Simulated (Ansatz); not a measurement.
# AgC (built on the sites of a database entry of LiC): a soft mode frozen in, part 2 of 3

Aim: this structure of AgC (built on the sites of a database entry of LiC) is to be tested for unstable modes, and one is followed downhill.

Ansatz 0.2.0; DFT PBEsol, scalar-relativistic, plane waves, PAW.

So far, highest frequency on the path or at a solved wavevector (cm⁻¹): step 2 (response at finite wavevector) 1748. Also lowest frequency on the path (cm⁻¹): step 2 -95.8.

The structure was built from a prototype and need not be the compound's stable phase.

**6. Relaxing from the distorted cell**

Starting from the lowest point found, all atoms and the cell are let go, so that strain and other modes of the same symmetry can join in.

File input.yaml:

```yaml
crystal:
  lattice:
    - [-1.7688297355, 2.4311252539, 3.1367103838]
    - [1.7688297355, -2.4311252539, 3.1367103838]
    - [1.7688297355, 2.4311252539, -3.1367103838]
  atoms:
    - { symbol: Ag, position: [0.7188214507, 0.2118968874, 0.4930754367] }
    - { symbol: Ag, position: [0.2811785493, 0.774253986, 0.4930754367] }
    - { symbol: C, position: [0.1319706291, 0.0621880093, 0.1941586383] }
    - { symbol: C, position: [0.8680293709, 0.0621880093, 0.9302173802] }
kpoints:
  mp_grid: { grid: [8, 8, 8] }
hamiltonian:
  xc: pbesol
scf:
  occupations: { method: fixed }
output:
  forces: true
  stress: true
  eigenvalues: true
relax:
  adjacent_minimum: "off"
  f_tol: 0.002
  max_steps: 120
  cell: { stress_tol: 0.03 }
```

Command:

```console
> ansatz run input.yaml --threads 8 --pin off --max-ram 14336MiB --backend cpu --events-out ev --progress --plain --runs-dir out
```

Numbers of over 12 decimals in the logs are rounded to 6 here.

The log of the run:

```text
[...]
Crystal: 4 atoms, lattice volume = 53.955 Å³
Basis set: ecut = 420 eV, 1047 PW (Γ), exchange–correlation on 60×60×60 points (8 copies of the dense FFT grid, shifted against one another)
Bands: 28, of which v1, the nominal top of the filled ones, is band 23 counted from 1 (22 counted from 0)
Symmetry: 4 space group operations
[...]
k-points: 95 of 512 (time reversal used)
[...]
SCF iter   1: F=—  HF=-15533.934631 eV  |F-HF|=—  |Δ(HF+E_count)|=         —  Δρ=1.29e-2  dr2=9.53e-2  ethr=1.77e-3  ⟨swp⟩=4.0  Hψ=8142  notcnv=0  defer=213
[...]
SCF iter   7: F=-15533.906924 eV  HF=-15533.906924 eV  |F-HF|=6.39e-9  |Δ(HF+E_count)|=   2.24e-7  Δρ=7.41e-6  dr2=9.77e-9  ethr=2.17e-10  ⟨swp⟩=9.0  Hψ=11092  notcnv=0
SCF 1 converged in 7 iterations: F = -15533.906924 eV  dr2 = 9.77e-9
[...]
relax step   1: F+E_penalty+E_count = -15533.90692408 eV  Δ(F+E_penalty+E_count) = +0.000e0 eV  max|allowed force component| = 2.551e-1 eV/Å  Δτ_max = 0.0000 Å  P = +0.379 GPa  Ω = 53.955 Å³  (7 SCF iters, dr2 threshold 1.00e-7 eV, accepted)
Crystal: 4 atoms, lattice volume = 54.498 Å³
Basis set: ecut = 420 eV, 1055 PW (Γ), exchange–correlation on 60×60×60 points (8 copies of the dense FFT grid, shifted against one another)
[...]
iter 1 solved again at ethr=4.15e-6 eV; its pass at ethr=3.10e-3 eV (dr2=1.91e-3 eV) is discarded
[...]
SCF iter   5: F=-15533.912514 eV  HF=-15533.912514 eV  |F-HF|=1.93e-8  |Δ(HF+E_count)|=   5.60e-7  Δρ=3.21e-5  dr2=1.52e-7  ethr=8.70e-10  ⟨swp⟩=8.1  Hψ=13433  notcnv=0
SCF 2 converged in 5 iterations: F = -15533.912514 eV  dr2 = 1.52e-7
relax step   2: F+E_penalty+E_count = -15533.91251446 eV  Δ(F+E_penalty+E_count) = -5.590e-3 eV  max|allowed force component| = 8.536e-2 eV/Å  Δτ_max = 0.0092 Å  P = -0.259 GPa  Ω = 54.498 Å³  energy of the carried Pulay correction = -7.426e-4 eV  (5 SCF iters, dr2 threshold 4.00e-7 eV, accepted)
Crystal: 4 atoms, lattice volume = 54.629 Å³
Basis set: ecut = 420 eV, 1057 PW (Γ), exchange–correlation on 60×60×60 points (8 copies of the dense FFT grid, shifted against one another)
[...]
SCF iter   5: F=-15533.915986 eV  HF=-15533.915986 eV  |F-HF|=7.24e-9  |Δ(HF+E_count)|=   8.21e-7  Δρ=4.48e-5  dr2=3.24e-7  ethr=8.70e-10  ⟨swp⟩=8.8  Hψ=14243  notcnv=0
SCF 3 converged in 5 iterations: F = -15533.915986 eV  dr2 = 3.24e-7
relax step   3: F+E_penalty+E_count = -15533.91598554 eV  Δ(F+E_penalty+E_count) = -3.471e-3 eV  max|allowed force component| = 5.156e-2 eV/Å  Δτ_max = 0.0160 Å  P = -0.053 GPa  Ω = 54.629 Å³  energy of the carried Pulay correction = -9.205e-4 eV  (5 SCF iters, dr2 threshold 4.00e-7 eV, accepted)
[... from here on, the SCF cycles and remarks between the steps are left out ...]
relax step   4: F+E_penalty+E_count = -15533.91951520 eV  Δ(F+E_penalty+E_count) = -3.530e-3 eV  max|allowed force component| = 7.335e-2 eV/Å  Δτ_max = 0.0335 Å  P = -0.099 GPa  Ω = 54.969 Å³  energy of the carried Pulay correction = -1.379e-3 eV  (7 SCF iters, dr2 threshold 1.66e-7 eV, accepted)
relax step   5: F+E_penalty+E_count = -15533.92061817 eV  Δ(F+E_penalty+E_count) = -1.103e-3 eV  max|allowed force component| = 1.408e-2 eV/Å  Δτ_max = 0.0314 Å  P = +0.132 GPa  Ω = 55.164 Å³  energy of the carried Pulay correction = -1.641e-3 eV  (6 SCF iters, dr2 threshold 3.36e-7 eV, accepted)
relax step   6: F+E_penalty+E_count = -15533.92120250 eV  Δ(F+E_penalty+E_count) = -5.843e-4 eV  max|allowed force component| = 2.596e-2 eV/Å  Δτ_max = 0.0109 Å  P = -0.016 GPa  Ω = 55.119 Å³  energy of the carried Pulay correction = -1.581e-3 eV  (5 SCF iters, dr2 threshold 3.97e-7 eV, accepted)
relax step   7: F+E_penalty+E_count = -15533.92122002 eV  Δ(F+E_penalty+E_count) = -1.752e-5 eV  max|allowed force component| = 1.092e-2 eV/Å  Δτ_max = 0.0010 Å  P = +0.013 GPa  Ω = 55.115 Å³  energy of the carried Pulay correction = -1.575e-3 eV  (4 SCF iters, dr2 threshold 4.21e-8 eV, accepted)
relax step   8: F+E_penalty+E_count = -15533.92122842 eV  Δ(F+E_penalty+E_count) = -8.403e-6 eV  max|allowed force component| = 3.869e-4 eV/Å  Δτ_max = 0.0002 Å  P = -0.001 GPa  Ω = 55.109 Å³  energy of the carried Pulay correction = -1.568e-3 eV  (4 SCF iters, dr2 threshold 7.45e-9 eV, accepted)
relax step   9: F+E_penalty+E_count = -15533.92367327 eV  Δ(F+E_penalty+E_count) = -2.445e-3 eV  max|allowed force component| = 1.152e-3 eV/Å  Δτ_max = 0.0000 Å  P = +0.045 GPa  Ω = 55.109 Å³  stress off target by 1.28e-1 GPa  SCF on the basis re-selected at this cell (its energy is not comparable with the rows above)  (6 SCF iters)
relax step  10: F+E_penalty+E_count = -15533.92357627 eV  Δ(F+E_penalty+E_count) = +9.699e-5 eV  max|allowed force component| = 5.155e-3 eV/Å  Δτ_max = 0.0032 Å  P = -0.014 GPa  Ω = 55.243 Å³  energy of the carried Pulay correction = -1.963e-4 eV  (6 SCF iters, dr2 threshold 4.09e-8 eV, accepted)
relax step  11: F+E_penalty+E_count = -15533.92357978 eV  Δ(F+E_penalty+E_count) = -3.504e-6 eV  max|allowed force component| = 2.407e-4 eV/Å  Δτ_max = 0.0005 Å  P = +0.002 GPa  Ω = 55.242 Å³  energy of the carried Pulay correction = -1.947e-4 eV  (5 SCF iters, dr2 threshold 1.66e-9 eV, accepted)
[...]
SCF iter   5: F=-15533.923784 eV  HF=-15533.923784 eV  |F-HF|=3.64e-12  |Δ(HF+E_count)|=  8.37e-11  Δρ=9.89e-8  dr2=3.06e-12  ethr=1.00e-12  ⟨swp⟩=11.0  Hψ=14382  notcnv=0
SCF 12 converged in 5 iterations: F = -15533.923784 eV  dr2 = 3.06e-12
relax step  12: F+E_penalty+E_count = -15533.92378365 eV  Δ(F+E_penalty+E_count) = -2.039e-4 eV  max|allowed force component| = 2.361e-4 eV/Å  Δτ_max = 0.0000 Å  P = +0.004 GPa  Ω = 55.242 Å³  stress off target by 1.39e-2 GPa  SCF on the basis re-selected at this cell (its energy is not comparable with the rows above)  (5 SCF iters)
[...]
SCF converged after 5 iterations
Free energy (F): -15533.923784 eV
[...]
Internal energy: -15533.923784 eV  (E = F + TS)
E sigma→0 (E₀):  -15533.923784 eV
Fermi energy:    11.980356 eV
[...]
--- Forces (eV/Å), atoms counted from 1 ---
  atom   1  Ag    -0.00001534     0.00000000    -0.00022964
  atom   2  Ag    -0.00001534     0.00000000     0.00022964
  atom   3  C      0.00001552    -0.00023607     0.00000000
  atom   4  C      0.00001552     0.00023607     0.00000000
  max |Σ_I F_I| component: 3.74e-7 eV/Å
--- Stress (GPa, compression-positive) ---
        0.013876       0.000000       0.000000
        0.000000      -0.001276       0.000000
        0.000000       0.000000      -0.000437
  P = ⅓ Tr σ = 0.0041 GPa (0.041 kbar)
--- Band table (eV; the first three rows and the last of 95) ---
  k-point 0: bands = [... 19 lower, 9.3783, 10.9164, 11.2958, 11.8635, 12.6719, 16.0812, 16.6204, 19.6294, ... 1 higher]
  k-point 1: bands = [... 19 lower, 9.2462, 10.6292, 11.0125, 11.8324, 13.2053, 16.0854, 16.4637, 19.2282, ... 1 higher]
  k-point 2: bands = [... 19 lower, 9.2902, 10.0029, 10.7762, 11.6830, 13.8739, 15.4132, 16.7420, 18.4222, ... 1 higher]
  k-point 94: bands = [... 19 lower, 8.7773, 9.2912, 9.6368, 10.2845, 16.6812, 16.8882, 17.5079, 17.5960, ... 1 higher]
--- Relaxed structure (10 steps of the walk, 10 accepted, 2 SCFs on fresh bases) ---
  F+E_penalty+E_count = -15533.92378365 eV   max|allowed force component| = 2.361e-4 eV/Å   (the final SCF, on the basis selected at the relaxed cell)
  cell:  # Å, volume = 55.2418 Å³
    - [-1.841616, 2.380065, 3.150794]
    - [1.841616, -2.380065, 3.150794]
    - [1.841616, 2.380065, -3.150794]
  atoms:
    - { symbol: Ag, position: [0.717771, 0.188712, 0.470941] }
    - { symbol: Ag, position: [0.282229, 0.753170, 0.470941] }
    - { symbol: C, position: [0.135342, 0.084322, 0.219664] }
    - { symbol: C, position: [0.864658, 0.084322, 0.948981] }
```

Wall time 20 s (8 threads of Intel Xeon Platinum 8259CL at 2.50GHz (Skylake/Cascade Lake), shared host); peak memory 0.61 GiB; 2.4 min of CPU time.

Relaxation path:

```tsv
step	energy less that of the first step (eV)	largest force component (eV/Å)	pressure (GPa)	volume (Å³)
1	0.0000	0.2551	0.38	53.95
2	-0.0056	0.0854	-0.26	54.50
3	-0.0091	0.0516	-0.05	54.63
4	-0.0126	0.0733	-0.10	54.97
5	-0.0137	0.0141	0.13	55.16
6	-0.0143	0.0260	-0.02	55.12
7	-0.0143	0.0109	0.01	55.11
8	-0.0143	0.0004	0.00	55.11
9*	-0.0167	0.0012	0.04	55.11
10	-0.0167	0.0052	-0.01	55.24
11	-0.0167	0.0002	0.00	55.24
12*	-0.0169	0.0002	0.00	55.24
```

Relaxation steps marked * repeat the geometry before them on a plane-wave basis chosen anew for their cell, so energy and pressure can jump there.

The run keeps the 4 symmetry operations that it works with, so distortions that break them were not tested.

```tsv
conventional cell, symmetrised	before	after	change
a (Å)	4.862	4.760	-2.1 %
b (Å)	6.273	6.302	+0.4 %
c (Å)	3.538	3.683	+4.1 %
volume (Å³/atom)	13.49	13.81	+2.4 %
```

The atoms that moved most (Å, as changes of fractional coordinates times the final cell):

```tsv
atom	dx	dy	dz	length
C4	0.082	-0.016	0.000	0.083
C3	0.082	0.016	0.000	0.083
Ag1	-0.082	0.000	-0.007	0.082
Ag2	-0.082	0.000	0.007	0.082
```

Numbers from this step:

```yaml
pressure: 0.004054 GPa
gap_on_the_k_mesh: 0.6915 eV
volume_per_atom: 13.81 Å³
```

The distorted start has space group Imm2; the relaxation ends in Imm2.

**7. The new phase in its own primitive cell**

The relaxed structure is symmetrised, reduced to its primitive cell and relaxed tightly, as its phonons need.

input.yaml, the sections that differ from step 6:

```yaml
crystal:
  lattice:
    - [-2.3800652298, 3.1507941474, 1.8416160777]
    - [2.3800652298, -3.1507941474, 1.8416160777]
    - [2.3800652298, 3.1507941474, -1.8416160777]
  atoms:
    - { symbol: Ag, position: [0.7531704375, 0.4709412383, 0.2822291992] }
    - { symbol: Ag, position: [0.1887120391, 0.4709412383, 0.7177708008] }
    - { symbol: C, position: [0.0843222076, 0.9489807076, 0.8646585] }
    - { symbol: C, position: [0.0843222076, 0.2196637077, 0.1353415] }
relax:
  adjacent_minimum: "off"
  f_tol: 0.001
  max_steps: 60
  cell: { stress_tol: 0.01 }
# kpoints, hamiltonian, scf, output: as in step 6
```

The log of the run:

```text
[...]
Crystal: 4 atoms, lattice volume = 55.242 Å³
Basis set: ecut = 420 eV, 1087 PW (Γ), exchange–correlation on 60×60×60 points (8 copies of the dense FFT grid, shifted against one another)
Bands: 28, of which v1, the nominal top of the filled ones, is band 23 counted from 1 (22 counted from 0)
Symmetry: 4 space group operations
[...]
k-points: 95 of 512 (time reversal used)
[...]
--- Relaxed structure (2 steps of the walk, 2 accepted, 1 SCFs on fresh bases) ---
[...]
cell:  # Å, volume = 55.2499 Å³
    - [-2.380031, 3.150665, 1.841987]
    - [2.380031, -3.150665, 1.841987]
    - [2.380031, 3.150665, -1.841987]
  atoms:
    - { symbol: Ag, position: [0.753152, 0.470929, 0.282223] }
    - { symbol: Ag, position: [0.188707, 0.470929, 0.717777] }
    - { symbol: C, position: [0.084334, 0.948991, 0.864657] }
    - { symbol: C, position: [0.084334, 0.219677, 0.135343] }
[key lines of the parts left out:]
SCF converged after 5 iterations
Free energy (F): -15533.923784 eV
Fermi energy:    11.977732 eV
P = ⅓ Tr σ = -0.0019 GPa (-0.019 kbar)
```

Wall time 5.3 s (8 threads); peak memory 0.6 GiB; 37 s of CPU time.

Little changed from the start: no atom moved by 0.005 Å and no cell edge by 0.1 %.

Numbers from this step:

| Property | Result |
| --- | --- |
| pressure | -0.001866 GPa |
| gap on the k-mesh | 0.6926 eV |
| direct gap on mesh | 0.8095 eV |

The largest force component left is 0.26 meV/Å and the pressure is -0.002 GPa, within the tolerances set. The cell now holds 13.81 Å³/atom.

[end of part 2 of 3]

[Logs are printed without paths, hosts, clocks, repeated set-up lines and the standing remarks that a program may print on its own settings, such as how far it seeks lower states.]

[Hosts, paths, dates, database ids (printed as entryN), source tags and the programs' standing remarks are cut or masked in the printed files.]
